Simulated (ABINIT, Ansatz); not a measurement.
## NaAsF6 (Fm-3m): bands and cutoff in G0W0 with ABINIT

Aim: raise bands and screening cutoff together for NaAsF6 (Fm-3m) and follow gap and time.

Program: ABINIT 10.8.3. Level of theory: LDA and many-body steps on it, plane waves. Results are calculated unless marked as measured.

**1. The starting structure**

Symmetry: Fm-3m, No. 225, cubic system. The conventional cell has a = 7.966 Å, b = 7.966 Å, c = 7.966 Å, α = 90.00°, β = 90.00°, γ = 90.00°. Nearest to Na lie 6 F at 2.24 Å. As has 6 F at 1.74 Å nearest. Nearest to F lie 1 As at 1.74 Å and 1 Na at 2.24 Å. Farther neighbours and most contacts between anions are not listed.

The cell and positions are those that the Materials Project relaxed with its own functionals (PBE, PBE+U or r2SCAN), kept fixed.

**2. Empty states on the mesh, 2×2×2 mesh, 260 bands**

This step: ABINIT 10.8.3; DFT, LDA, plane waves, norm-conserving pseudopotentials.

The sums over transitions need many empty states on a uniform mesh; this step solves for them.

run.abi reads:

```
acell 3*1.0 Angstrom
rprim 
  -0.000000000000 3.983049320000 3.983049320000
  3.983049320000 -0.000000000000 3.983049320000
  3.983049320000 3.983049320000 0.000000000000
ntypat 3
znucl 11 33 9
natom 8
typat 1 2 3 3 3 3 3 3
xred 
  0.500000000000 0.500000000000 0.500000000000
  0.000000000000 0.000000000000 0.000000000000
  0.781629880000 0.781629880000 0.218370120000
  0.218370120000 0.781629880000 0.218370120000
  0.781629880000 0.218370120000 0.218370120000
  0.218370120000 0.218370120000 0.781629880000
  0.781629880000 0.218370120000 0.781629880000
  0.218370120000 0.781629880000 0.781629880000
pp_dirpath "pseudos"
pseudos "Na.upf, As.upf, F.upf"
ecut 38
ngkpt 2 2 2
nshiftk 1
shiftk 0 0 0
kptopt 1
chksymbreak 0
iscf -2
irdden 1
istwfk *1
nband 260
nbdbuf 22
tolwfr 1e-09
nstep 60
prtvol 0
indata_prefix "in"
outdata_prefix "out"
tmpdata_prefix "tmp"
```

Started as:

```bash
$ OMP_NUM_THREADS=1 mpirun -n 4 abinit run.abi > log
```

Numbers of over 12 decimals in the logs are rounded to 6 here.

Output:

```text
.Version 10.8.3 of ABINIT. v10.8.2 released Aug 2026.

 Symmetries : space group Fm -3 m (#225); Bravais cF (face-center cubic)
[... echo of the input left out ...]
== DATASET  1 ==================================================================
-   mpi_nproc: 4, omp_nthreads: 1 (-1 if OMP is not activated)
-    --> not optimal distribution: autoparal keyword recommended in input file <--

--- !DatasetInfo
iteration_state: {dtset: 1, }
dimensions: {natom: 8, nkpt: 3, mband: 260, nsppol: 1, nspinor: 1, nspden: 1, mpw: 9577, }
cutoff_energies: {ecut:  38.0, pawecutdg:  -1.0, }
[...]
2.88871    2.88871    2.89388    2.89388    2.89388    2.90615    2.94875    2.94972
   2.94974    2.94982    2.95434    2.95453    2.97086    2.97101    2.97217    2.97825
   2.97851    2.97995    2.98281    2.98303
 prteigrs : prtvol=0 or 1, do not print more k-points.

== END DATASET(S) ==============================================================
================================================================================

 -outvars: echo values of variables after computation  --------
            nband         260
             nkpt           3
          spgroup         225
 [... the other variables as echoed above ...]

 Calculation completed.
```

Wall time 1.9 min (4 MPI ranks of Arm Neoverse V2, shared host); peak memory 0.52 GiB; 7.6 min of CPU time.

This step gave:

```
gap                                                           : 5.286 eV
k of the valence top                                          : 0, 0, 0
k of the conduction bottom                                    : 0, 0, 0
least direct gap                                              : 5.286 eV
k points computed                                             : 3
lowest point of the top converged band, above the valence top : 80.3345 eV
```

On this mesh the gap is 5.286 eV.

The density comes from a self-consistent run that is not shown.

**3. Screening, 2×2×2 mesh, 58 bands, screening to 62.6 eV**

The RPA dielectric matrix is built and inverted for each q.

This step: RPA screening on LDA, plane waves, norm-conserving pseudopotentials.

run.abi: that of step 2 with these lines changed.

```diff
@@ -26,10 +26,11 @@
 chksymbreak 0
-iscf -2
-irdden 1
 istwfk *1
-nband 260
-nbdbuf 22
-tolwfr 1e-09
-nstep 60
-prtvol 0
+occopt 1
+irdwfk 1
+optdriver 3
+nband 58
+ecuteps 2.3
+inclvkb 2
+awtr 1
+symchi 1
 indata_prefix "in"
```

Output:

```text
.Version 10.8.3 of ABINIT. v10.8.2 released Aug 2026.

 Symmetries : space group Fm -3 m (#225); Bravais cF (face-center cubic)
[... echo of the input left out ...]
== DATASET  1 ==================================================================
-   mpi_nproc: 4, omp_nthreads: 1 (-1 if OMP is not activated)

--- !DatasetInfo
iteration_state: {dtset: 1, }
dimensions: {natom: 8, nkpt: 3, mband: 58, nsppol: 1, nspinor: 1, nspden: 1, mpw: 9577, }
cutoff_energies: {ecut:  38.0, pawecutdg:  -1.0, }
electrons: {nelect:   6.60000000E+01, charge:   0.00000000E+00, occopt:   1.00000000E+00, tsmear:   1.00000000E-02, }

 SCREENING: Calculation of the susceptibility and dielectric matrices

 Based on a program developped by R.W. Godby, V. Olevano, G. Onida, and L. Reining.
 Incorporated in ABINIT by V. Olevano, G.-M. Rignanese, and M. Torrent.
.Using double precision arithmetic ; gwpc =  8

[... cell and pseudopotentials left out ...]
--------------------------------------------------------------------------------

 ==== K-mesh for the wavefunctions ====
 Number of points in the irreducible wedge :     3
[... list of points left out ...]
 Together with 48 symmetry operations and time-reversal symmetry
 yields     8 points in the full Brillouin Zone.

 ==== Q-mesh for the screening function ====
 Number of points in the irreducible wedge :     3
[... list of points left out ...]
 Together with 48 symmetry operations and time-reversal symmetry
 yields     8 points in the full Brillouin Zone.

 setmesh: FFT mesh size selected  =    40x   40x   40
          total number of points  =        64000

 vcoul_init : cutoff-mode = AUXILIARY_FUNCTION
 q-points for optical limit:   1
     1)      0.000010    0.000020    0.000030

- screening: taking advantage of time-reversal symmetry
- Maximum band index for partially occupied states nbvw = 33
- Remaining bands to be divided among processors   nbcw = 25
- Number of bands treated by each node ~6

 Number of electrons calculated from density =   66.0000; Expected =   66.0000
 average of density, n =  0.077387
 r_s =    1.4557
 omega_plasma =   26.8343 [eV]

 calculating chi0 at frequencies [eV] :
  1    0.000000E+00    0.000000E+00
  2    0.000000E+00    2.683433E+01

--------------------------------------------------------------------------------
  q-point number  1        q = ( 0.000000, 0.000000, 0.000000) [r.l.u.]
--------------------------------------------------------------------------------
[... chi0 elements left out ...]
 For q-point:  0.000010 0.000020 0.000030
  dielectric constant =   1.6395
  dielectric constant without local fields =   1.7805

  Average fulfillment of the sum rule on Im[epsilon] for q-point    1 :     13.70  [%]
[... wings left out ...]
  q-point number  2        q = ( 0.500000, 0.000000, 0.000000) [r.l.u.]
--------------------------------------------------------------------------------
[... chi0 elements left out ...]
  Average fulfillment of the sum rule on Im[epsilon] for q-point    2 :     17.69  [%]

 [... 1 further q-points ...]
```

Wall time 9.2 s (4 MPI ranks); peak memory 1.2 GiB.

Numbers from this step:

| Item | Value |
| --- | --- |
| ε∞ with local fields, on this mesh, along the program's q direction | 1.639 |
| the same without local fields | 1.780 |
| plasma frequency | 26.83 eV |
| plane waves in the screening matrix | 137 |

Local fields lower ε∞ by 8 %. On a Γ-centred mesh this coarse the value itself is usually too large, while a short band sum pulls it down.

**4. 58 bands, 62.6 eV**

The self-energy is evaluated for the states that the input lists, and the levels follow from it, in one-shot runs by the linearised quasiparticle equation.

This step: G0W0 on LDA, plane waves, norm-conserving pseudopotentials.

run.abi: that of step 3 with these lines changed.

```diff
@@ -29,8 +29,15 @@
 irdwfk 1
-optdriver 3
+optdriver 4
 nband 58
+gwcalctyp 0
+ecutsigx 38
+symsigma 1
+nkptgw 1
+kptgw 
+  0.0000000000 0.0000000000 0.0000000000
+bdgw 
+  31 35
 ecuteps 2.3
-inclvkb 2
-awtr 1
-symchi 1
+irdscr 1
+ppmodel 1
 indata_prefix "in"
```

Output:

```text
.Version 10.8.3 of ABINIT. v10.8.2 released Aug 2026.

 Symmetries : space group Fm -3 m (#225); Bravais cF (face-center cubic)
[... echo of the input left out ...]
== DATASET  1 ==================================================================
-   mpi_nproc: 4, omp_nthreads: 1 (-1 if OMP is not activated)

--- !DatasetInfo
iteration_state: {dtset: 1, }
dimensions: {natom: 8, nkpt: 3, mband: 58, nsppol: 1, nspinor: 1, nspden: 1, mpw: 9577, }
cutoff_energies: {ecut:  38.0, pawecutdg:  -1.0, }
electrons: {nelect:   6.60000000E+01, charge:   0.00000000E+00, occopt:   1.00000000E+00, tsmear:   1.00000000E-02, }

 SIGMA: Calculation of the GW corrections

 Based on a program developped by R.W. Godby, V. Olevano, G. Onida, and L. Reining.
 Incorporated in ABINIT by V. Olevano, G.-M. Rignanese, and M. Torrent.
.Using double precision arithmetic ; gwpc =  8

[... cell and pseudopotentials left out ...]
--------------------------------------------------------------------------------

 ==== K-mesh for the wavefunctions ====
 Number of points in the irreducible wedge :     3
[... list of points left out ...]
 Together with 48 symmetry operations and time-reversal symmetry
 yields     8 points in the full Brillouin Zone.

 ==== Q-mesh for screening function ====
 Number of points in the irreducible wedge :     3
[... list of points left out ...]
 Together with 48 symmetry operations and time-reversal symmetry
 yields     8 points in the full Brillouin Zone.

 vcoul_init : cutoff-mode = AUXILIARY_FUNCTION
 q-points for optical limit:   1
     1)      0.000010    0.000020    0.000030
 setmesh: FFT mesh size selected  =    60x   60x   60
          total number of points  =       216000

 Number of electrons calculated from density =   66.0000; Expected =   66.0000
 average of density, n =  0.077387
 r_s =    1.4557
 omega_plasma =   26.8343 [eV]

 === KS Band Gaps ===
  >>>> For spin  1
   Minimum direct gap =   5.2861 [eV], located at k-point      :   0.0000  0.0000  0.0000
   Fundamental gap    =   5.2861 [eV], Top of valence bands at :   0.0000  0.0000  0.0000
                                       Bottom of conduction at :   0.0000  0.0000  0.0000
 SIGMA fundamental parameters:
 PLASMON POLE MODEL  1
 number of plane-waves for SigmaX                 9577
 number of plane-waves for SigmaC and W            137
 number of plane-waves for wavefunctions          9577
 number of bands                                    58
 number of independent spin polarizations            1
 number of spinorial components                      1
 number of k-points in IBZ                           3
 number of q-points in IBZ                           3
 number of symmetry operations                      48
 number of k-points in BZ                            8
 number of q-points in BZ                            8
 number of frequencies for dSigma/dE                 9
 frequency step for dSigma/dE [eV]                0.25
 number of omega for Sigma on real axis              0
 max omega for Sigma on real axis  [eV]           0.00
 zcut for avoiding poles [eV]                     0.10

 EPSILON^-1 parameters (SCR file):
 dimension of the eps^-1 matrix on file            137
 dimension of the eps^-1 matrix used               137
 number of plane-waves for wavefunctions          9577
 number of bands                                    58
 number of q-points in IBZ                           3
 number of frequencies                               2
 number of real frequencies                          1
 number of imag frequencies                          1

 matrix elements of self-energy operator (all in [eV])

 Perturbative Calculation

--- !SelfEnergy_ee
iteration_state: {dtset: 1, }
kpoint     : [   0.000,    0.000,    0.000, ]
spin       : 1
KS_gap     :    5.286
QP_gap     :   11.405
Delta_QP_KS:    6.119
data: !SigmaeeData |
     Band     E0 <VxcDFT>   SigX SigC(E0)      Z dSigC/dE  Sig(E)    E-E0       E
       31  -3.964 -23.072 -30.801   4.423   0.825  -0.212 -25.800  -2.728  -6.692
       32  -3.964 -23.072 -30.801   4.423   0.825  -0.212 -25.800  -2.728  -6.692
       33  -3.964 -23.072 -30.801   4.423   0.825  -0.212 -25.800  -2.728  -6.692
       34   1.322 -18.169 -13.133  -1.219   0.888  -0.126 -14.778   3.391   4.713
       35   5.312  -9.938  -5.419  -1.491   0.911  -0.098  -7.180   2.758   8.070

== END DATASET(S) ==============================================================
================================================================================

 -outvars: echo values of variables after computation  --------
           etotal      0.0000000000E+00
            nband          58
             nkpt           3
          spgroup         225
 [... the other variables as echoed above ...]

 Calculation completed.
```

The job ended after 3.5 s (4 MPI ranks; peak memory 1.1 GiB).

Numbers from this step:

- G0W0 gap on the points computed: 11.41 eV
- starting gap on the mesh: 5.286 eV
- k of the valence top: 0, 0, 0
- k of the conduction bottom: 0, 0, 0
- Z at the valence top: 0.825
- Z at the conduction bottom: 0.888
- least direct G0W0 gap on the computed points: 11.41 eV

The gap on the mesh goes from 5.29 eV to 11.41 eV, a correction of +6.12 eV.

**5. Screening, 2×2×2 mesh, 116 bands, screening to 114.3 eV**

This step: RPA screening on LDA, plane waves, norm-conserving pseudopotentials.

run.abi: that of step 4 with these lines changed.

```diff
@@ -29,15 +29,8 @@
 irdwfk 1
-optdriver 4
-nband 58
-gwcalctyp 0
-ecutsigx 38
-symsigma 1
-nkptgw 1
-kptgw 
-  0.0000000000 0.0000000000 0.0000000000
-bdgw 
-  31 35
-ecuteps 2.3
-irdscr 1
-ppmodel 1
+optdriver 3
+nband 116
+ecuteps 4.2
+inclvkb 2
+awtr 1
+symchi 1
 indata_prefix "in"
```

Output:

```text
.Version 10.8.3 of ABINIT. v10.8.2 released Aug 2026.

 Symmetries : space group Fm -3 m (#225); Bravais cF (face-center cubic)
[... echo of the input left out ...]
== DATASET  1 ==================================================================
-   mpi_nproc: 4, omp_nthreads: 1 (-1 if OMP is not activated)

--- !DatasetInfo
iteration_state: {dtset: 1, }
dimensions: {natom: 8, nkpt: 3, mband: 116, nsppol: 1, nspinor: 1, nspden: 1, mpw: 9577, }
cutoff_energies: {ecut:  38.0, pawecutdg:  -1.0, }
electrons: {nelect:   6.60000000E+01, charge:   0.00000000E+00, occopt:   1.00000000E+00, tsmear:   1.00000000E-02, }

 SCREENING: Calculation of the susceptibility and dielectric matrices

 Based on a program developped by R.W. Godby, V. Olevano, G. Onida, and L. Reining.
 Incorporated in ABINIT by V. Olevano, G.-M. Rignanese, and M. Torrent.
.Using double precision arithmetic ; gwpc =  8

[... cell and pseudopotentials left out ...]
--------------------------------------------------------------------------------

 ==== K-mesh for the wavefunctions ====
 Number of points in the irreducible wedge :     3
[... list of points left out ...]
 Together with 48 symmetry operations and time-reversal symmetry
 yields     8 points in the full Brillouin Zone.

 ==== Q-mesh for the screening function ====
 Number of points in the irreducible wedge :     3
[... list of points left out ...]
 Together with 48 symmetry operations and time-reversal symmetry
 yields     8 points in the full Brillouin Zone.

 setmesh: FFT mesh size selected  =    40x   40x   40
          total number of points  =        64000

 vcoul_init : cutoff-mode = AUXILIARY_FUNCTION
 q-points for optical limit:   1
     1)      0.000010    0.000020    0.000030

- screening: taking advantage of time-reversal symmetry
- Maximum band index for partially occupied states nbvw = 33
- Remaining bands to be divided among processors   nbcw = 83
- Number of bands treated by each node ~20

 Number of electrons calculated from density =   66.0000; Expected =   66.0000
 average of density, n =  0.077387
 r_s =    1.4557
 omega_plasma =   26.8343 [eV]

 calculating chi0 at frequencies [eV] :
  1    0.000000E+00    0.000000E+00
  2    0.000000E+00    2.683433E+01

--------------------------------------------------------------------------------
  q-point number  1        q = ( 0.000000, 0.000000, 0.000000) [r.l.u.]
--------------------------------------------------------------------------------
[... chi0 elements left out ...]
 For q-point:  0.000010 0.000020 0.000030
  dielectric constant =   1.7338
  dielectric constant without local fields =   1.9147

  Average fulfillment of the sum rule on Im[epsilon] for q-point    1 :     32.28  [%]
[... wings left out ...]
  q-point number  2        q = ( 0.500000, 0.000000, 0.000000) [r.l.u.]
--------------------------------------------------------------------------------
[... chi0 elements left out ...]
  Average fulfillment of the sum rule on Im[epsilon] for q-point    2 :     37.35  [%]

 [... 1 further q-points ...]
```

Wall time 23 s (4 MPI ranks); peak memory 1.4 GiB; 92 s of CPU time.

Numbers from this step:

```yaml
eps_infinity_with_local_fields_on_this_mesh_along_the_program_s_q_direction: 1.734
the_same_without_local_fields: 1.915
plasma_frequency: 26.83 eV
plane_waves_in_the_screening_matrix: 339
```

[end of part 1 of 2]

[Paths, hosts, dates, memory and timing lines, banners, echoed tables and standing remarks are left out of the program output.]

[Logs are printed without paths, hosts, clocks, repeated set-up lines and the standing remarks that a program may print on its own settings, such as how far it seeks lower states.]

[Runs of the session that timed out or met a known fault of the program may be left out.]

[No measured gap is set beside runs whose start may be inverted or whose files or cutoffs have a known fault.]

[Hosts, paths, dates, database ids (printed as entryN), source tags and the programs' standing remarks are cut or masked in the printed files.]

[G0W0 gaps are taken among the corrected bands and points alone; a level outside them can change the order at an edge.]

[Where Ansatz stands beside ABINIT at settings called matched, ABINIT's density can come from a denser mesh and the files from another edition; pairs whose starting gaps differed by over 0.03 eV were left out, so agreement reads better than it is.]
